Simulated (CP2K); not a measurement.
Two runs for the C K edge of methylpyrazine. Run A: CP2K XAS_TDP, all-electron GAPW, PBEh(45%), aug-cc-pVDZ, TDA, no relativity. Run B differs in one setting.

First lines with a strength over 0.0015. A:

```tsv
atom	energy (eV)	states	strength, one atom
C1 (bonded to C and 3 H)	283.38	1	0.0033
	283.93	1	0.0066
	284.85	1	0.0195
	284.93	1	0.0182
	285.60	1	0.0045
C2 (bonded to 2 C and N)	281.86	1	0.0561
	283.60	1	0.0029
	286.81	1	0.0018
	287.22	1	0.0026
	287.36	1	0.0038
C3 (bonded to C, N and H)	281.52	1	0.0497
	283.45	1	0.0038
	285.32	1	0.0115
	286.27	1	0.0058
	286.61	1	0.0027
C5 (bonded to C, N and H)	281.69	1	0.0515
	283.22	1	0.0034
	285.24	1	0.0119
	286.22	1	0.0023
	286.82	1	0.0017
C6 (bonded to C, N and H)	281.60	1	0.0524
	283.45	1	0.0032
	285.30	1	0.0124
	286.25	1	0.0023
	286.77	1	0.0046
```

B:

```tsv
atom	energy (eV)	states	strength, one atom
C1 (bonded to C and 3 H)	289.73	1	0.0032
	290.27	1	0.0064
	291.19	1	0.0191
	291.27	1	0.0178
	291.94	1	0.0044
C2 (bonded to 2 C and N)	287.26	1	0.0550
	289.00	1	0.0029
	292.22	1	0.0018
	292.62	1	0.0025
	292.76	1	0.0038
C3 (bonded to C, N and H)	287.19	1	0.0487
	289.11	1	0.0037
	290.99	1	0.0113
	291.93	1	0.0057
	292.27	1	0.0027
C5 (bonded to C, N and H)	287.36	1	0.0505
	288.89	1	0.0033
	290.91	1	0.0117
	291.89	1	0.0023
	292.48	1	0.0017
C6 (bonded to C, N and H)	287.29	1	0.0514
	289.14	1	0.0031
	290.99	1	0.0122
	291.94	1	0.0023
	292.47	1	0.0045
```

**Question.** Which was it: scalar relativity switched on, the basis, the functional, GW2X switched on?

GW2X switched on. GW2X shifts an atom's lines together and keeps their spacings. Against PBEh(45%) in aug-cc-pVDZ, the leading lines move by +6.34 eV (C1, to 291.19), +5.40 eV (C2, to 287.26), +5.67 eV (C3, to 287.19), +5.67 eV (C5, to 287.36) and +5.69 eV (C6, to 287.29).

[Banner, clock and machine lines of the logs are left out without a mark of their own.]

[Logs are printed without paths, hosts, clocks, repeated set-up lines and the standing remarks that a program may print on its own settings, such as how far it seeks lower states.]

[Hosts, paths, dates, database ids (printed as entryN), source tags and the programs' standing remarks are cut or masked in the printed files.]
